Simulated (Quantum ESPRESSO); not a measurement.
# How biaxial strain moves the moments of FeGe, part 2 of 2

Aim: follow moments and order energies of FeGe with biaxial strain.

Quantum ESPRESSO 7.5; LDA; plane waves with GBRV 1.5 LDA potentials, no spin-orbit coupling.

So far, absolute magnetization (μB): step 2 (biaxial 0.94, ferro ++++) 2.01.

The database entry behind the starting cell differs from later determinations by our own check (about 0.2 % short), so it need not match the best structure at ambient conditions.

## 4. Biaxial 0.94, no spin polarisation

pw.in

```
&CONTROL
  calculation = 'scf'
  prefix = 'pwscf'
  outdir = './tmp'
  pseudo_dir = './pseudo'
  disk_io = 'nowf'
  tprnfor = .true.
  tstress = .true.
/
&SYSTEM
  ibrav = 0
  nat = 8
  ntyp = 2
  ecutwfc = 40
  ecutrho = 280
  nbnd = 74
  occupations = 'smearing'
  smearing = 'fd'
  degauss = 0.00734986
/
&ELECTRONS
  conv_thr = 1.6d-08
  electron_maxstep = 150
  mixing_beta = 0.3
/
ATOMIC_SPECIES
Fe     55.8450 fe_lda_v1.5.uspp.F.UPF
Ge     72.6300 ge_lda_v1.4.uspp.F.UPF
CELL_PARAMETERS bohr
   8.3292702505    0.0000000000    0.0000000000
   0.0000000000    8.3292702505    0.0000000000
   0.0000000000    0.0000000000    8.8609257984
ATOMIC_POSITIONS crystal
Fe      0.1350000000    0.1350000000    0.1350000000
Fe      0.3650000000    0.8650000000    0.6350000000
Fe      0.6350000000    0.3650000000    0.8650000000
Fe      0.8650000000    0.6350000000    0.3650000000
Ge      0.8420000000    0.8420000000    0.8420000000
Ge      0.6580000000    0.1580000000    0.3420000000
Ge      0.3420000000    0.6580000000    0.1580000000
Ge      0.1580000000    0.3420000000    0.6580000000
K_POINTS automatic
6 6 6 0 0 0
```

On the command line:

```
OMP_NUM_THREADS=1 mpirun -n 4 pw.x -nk 4 -in pw.in > pw.out
```

What it wrote:

```text
     [... lines left out ...]
Program PWSCF v.7.5 starts
     [... lines left out ...]
     number of atoms/cell      =            8
     [... lines left out ...]
     number of electrons       =       120.00
     number of Kohn-Sham states=           74
     kinetic-energy cutoff     =      40.0000  Ry
     charge density cutoff     =     280.0000  Ry
     scf convergence threshold =      1.6E-08
     [... lines left out ...]
      4 Sym. Ops. (no inversion) found ( 3 have fractional translation)
     [... lines left out ...]
     number of k points=    64  Fermi-Dirac smearing, width (Ry)=  0.0073
     [... lines left out ...]
     iteration # 11     ecut=    40.00 Ry     beta= 0.30
     [... lines left out ...]
     the Fermi energy is    18.6545 ev
!    total energy              =   -1853.70687557 Ry
     estimated scf accuracy    <          3.0E-09 Ry
     smearing contrib. (-TS)   =      -0.01971322 Ry
     [... lines left out ...]
     convergence has been achieved in  11 iterations
     [... lines left out ...]
     Total force =     0.033729     Total SCF correction =     0.000093
     [... lines left out ...]
          total   stress  (Ry/bohr**3)                   (kbar)     P=       70.17
     [... lines left out ...]
```

The job ended after 76 s (4 MPI ranks of Arm Neoverse V1, shared host; peak memory 0.63 GiB).

Read from the output:

```
smearing term TS : 0.2682 eV
pressure         : 7.017 GPa
final state      : non-magnetic (no spin polarisation)
```

## 5. Biaxial 1.06, ferro ++++

Edit pw.in of step 4 so:

```diff
@@ -15,3 +15,3 @@
   ecutrho = 280
-  nbnd = 74
+  nbnd = 80
   occupations = 'smearing'
@@ -19,2 +19,5 @@
   degauss = 0.00734986
+  nspin = 2
+  starting_magnetization(1) = 0.175
+  starting_magnetization(2) = 0
 /
@@ -29,4 +32,4 @@
 CELL_PARAMETERS bohr
-   8.3292702505    0.0000000000    0.0000000000
-   0.0000000000    8.3292702505    0.0000000000
+   9.3925813463    0.0000000000    0.0000000000
+   0.0000000000    9.3925813463    0.0000000000
    0.0000000000    0.0000000000    8.8609257984
```

What it wrote:

```text
     [... lines left out ...]
Program PWSCF v.7.5 starts
     [... lines left out ...]
     number of atoms/cell      =            8
     [... lines left out ...]
     number of electrons       =       120.00
     number of Kohn-Sham states=           80
     kinetic-energy cutoff     =      40.0000  Ry
     charge density cutoff     =     280.0000  Ry
     scf convergence threshold =      1.6E-08
     [... lines left out ...]
      4 Sym. Ops. (no inversion) found ( 3 have fractional translation)
     [... lines left out ...]
     number of k points=    64  Fermi-Dirac smearing, width (Ry)=  0.0073
     [... lines left out ...]
     iteration # 13     ecut=    40.00 Ry     beta= 0.30
     [... lines left out ...]
     Magnetic moment per site  (integrated on atomic sphere of radius R)
     atom   1 (R=0.205)  charge= 14.3524  magn=  1.6074
     atom   2 (R=0.205)  charge= 14.3524  magn=  1.6074
     atom   3 (R=0.205)  charge= 14.3524  magn=  1.6074
     atom   4 (R=0.205)  charge= 14.3524  magn=  1.6074
     atom   5 (R=0.205)  charge= 11.8260  magn= -0.0702
     atom   6 (R=0.205)  charge= 11.8260  magn= -0.0702
     atom   7 (R=0.205)  charge= 11.8260  magn= -0.0702
     atom   8 (R=0.205)  charge= 11.8260  magn= -0.0702
     [... lines left out ...]
     the Fermi energy is    14.0380 ev
!    total energy              =   -1853.56556970 Ry
     estimated scf accuracy    <          9.6E-09 Ry
     smearing contrib. (-TS)   =      -0.02160429 Ry
     [... lines left out ...]
     total magnetization       =     5.86 Bohr mag/cell
     absolute magnetization    =     7.21 Bohr mag/cell
     convergence has been achieved in  13 iterations
     [... lines left out ...]
     Total force =     0.037243     Total SCF correction =     0.000519
     [... lines left out ...]
          total   stress  (Ry/bohr**3)                   (kbar)     P=     -233.52
     [... lines left out ...]
```

Wall time 4 min (4 MPI ranks); peak memory 1.1 GiB.

This step gave:

```yaml
smearing_term_ts: 0.2939 eV
pressure: -23.35 GPa
magnetization: 5.857 μB
absolute_magnetization: 7.209 μB
final_state: ferromagnetic
largest_moment: 1.607 μB
```

## 6. All points

The runs not shown differ from these in the moved quantity alone.

Final states:

```
biaxial     ferro ++++     antiferro ++--  no spin polarisation
   0.94  ferromagnetic       non-magnetic          non-magnetic
   0.96  ferromagnetic       non-magnetic          non-magnetic
   0.98  ferromagnetic       non-magnetic          non-magnetic
      1  ferromagnetic                  -          non-magnetic
   1.02  ferromagnetic  antiferromagnetic          non-magnetic
   1.04  ferromagnetic  antiferromagnetic          non-magnetic
   1.06  ferromagnetic  antiferromagnetic          non-magnetic
```

Largest site moment against biaxial:

```
biaxial (factor)  ferro ++++ (μB)  antiferro ++-- (μB)
          0.9400            0.450               7.5e-4
          0.9600            0.851              0.00211
          0.9800             1.01              0.00119
          1.0000             1.11                    -
          1.0200             1.22                0.978
          1.0400             1.39                 1.36
          1.0600             1.61                 1.64
```

Table of energy less that of the parallel start by biaxial; values in meV a seeded atom:

```
biaxial (factor)  antiferro ++--  no spin polarisation
          0.9400           0.811                 0.798
          0.9600            8.18                  8.19
          0.9800            21.3                  21.3
          1.0000               -                  36.7
          1.0200            44.1                  53.9
          1.0400            40.4                  74.6
          1.0600            32.4                   102
```

Table of energy over the lowest by biaxial; values in meV an atom:

```
biaxial (factor)  ferro ++++  antiferro ++--  no spin polarisation
          0.9400        18.9            19.3                  19.3
          0.9600           0            4.09                  4.10
          0.9800        11.2            21.9                  21.9
          1.0000        48.0               -                  66.3
          1.0200         105             127                   132
          1.0400         177             198                   215
          1.0600         260             276                   311
```

## 7. Results

```yaml
moment_parallel_start: 0.450 to 1.61 μB
states_met_from_these_starts: antiferromagnetic, ferromagnetic and non-magnetic
```

In words: The moment of the parallel start goes from 0.450 μB at 0.94 to 1.61 μB at 1.06. The net moment of the cell goes from 1.70 to 5.86 μB. The radius of the spheres follows the nearest distance, so part of the change of the site moments is the spheres'. Some or all runs of the second start lost their moments or typed signs, and their energies are those of the state reached. The largest moment of the start antiferro ++-- lies between 7.5e-4 and 1.64 μB. Dashes mark runs that did not finish or were not started for lack of time. Energies are free energies at an electronic temperature of 1160 K, which lowers moments and differences where the moments are itinerant.

[Logs and program files are shortened in this print: banners, set-up blocks, solver, clock and traceback lines can be left out without a mark of their own.]

[Logs are printed without paths, hosts, clocks, repeated set-up lines and the standing remarks that a program may print on its own settings, such as how far it seeks lower states.]

[Hosts, paths, dates, database ids (printed as entryN), source tags and the programs' standing remarks are cut or masked in the printed files.]

[Where a cell is said to come from a database of computed structures, the database is the Materials Project.]
